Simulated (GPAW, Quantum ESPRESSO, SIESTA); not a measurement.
# Birch–Murnaghan line for zincblende GaAs, QE, PBE

Calculated with Quantum ESPRESSO 7.5: PBE; plane waves, GBRV 1.5 ultrasoft, 45/270 Ry; k-mesh 7×7×7. The volume is changed in steps from typed lattice constants. V0 = 23.653 Å³ an atom is where a Birch–Murnaghan fit to this level's pressures, the withheld one apart, crosses zero; rows within 2.5 % of V0 are left out, since F is ill-conditioned there. The typed cell is scaled evenly, with no relaxation, and each row is a single point.

```
volume (Å³/atom)  pressure (GPa)
          21.863           5.891
          22.338           4.047
          22.813           2.438
          24.714          -2.375
           25.19               ?
          25.665          -4.095
```

Task: Fit the third-order Birch–Murnaghan equation to the rows given and interpolate to the withheld row.

**Working.**

Take the Eulerian strain f = ½[(V0/V)^(2/3) − 1] and the normalised pressure F = P / [3f(1 + 2f)^(5/2)]. The third-order Birch–Murnaghan equation is then the line F = B0 + (3/2)B0(B′ − 4) f, so u = f and v = F.

```
     u = f  v = F (GPa)
 0.0269317      63.9504
 0.0194351      63.0989
 0.0121996      62.7183
-0.0144148      59.0875
-0.0264855      59.0496
```

With n = 5: mean u = 0.00353323, mean v = 61.5809, Σ(u − ū)² = 0.0020987, Σ(u − ū)(v − v̄) = 0.21018. Slope b = 0.21018 / 0.0020987 = 100.15; intercept a = v̄ − b ū = 61.227.

So B0 = 61.23 GPa and B′ = 4 + 2b/(3a) = 5.09. At the withheld volume f = -0.02055, F = 59.17 GPa, and P = 3f(1 + 2f)^(5/2) F.

Prediction at 25.19: -3.285 GPa. The run gave -3.265 GPa, so the fit is low by 0.020 GPa (0.60 % of the value).

A fit to this level's energies over the whole scan gives V0 = 23.799 Å³, B0 = 59.53 GPa and B′ = 5.27. Among the rows given, the largest miss of the fit is at 25.665, by 0.033 GPa (0.33 % of the range of the table).

Limits: The nuclei are static. The DFT runs use Fermi–Dirac occupations of width 0.01 eV, and energies are free energies.

[Logs are printed without paths, hosts, clocks, repeated set-up lines and the standing remarks that a program may print on its own settings, such as how far it seeks lower states.]

[Hosts, paths, dates, database ids (printed as entryN), source tags and the programs' standing remarks are cut or masked in the printed files.]
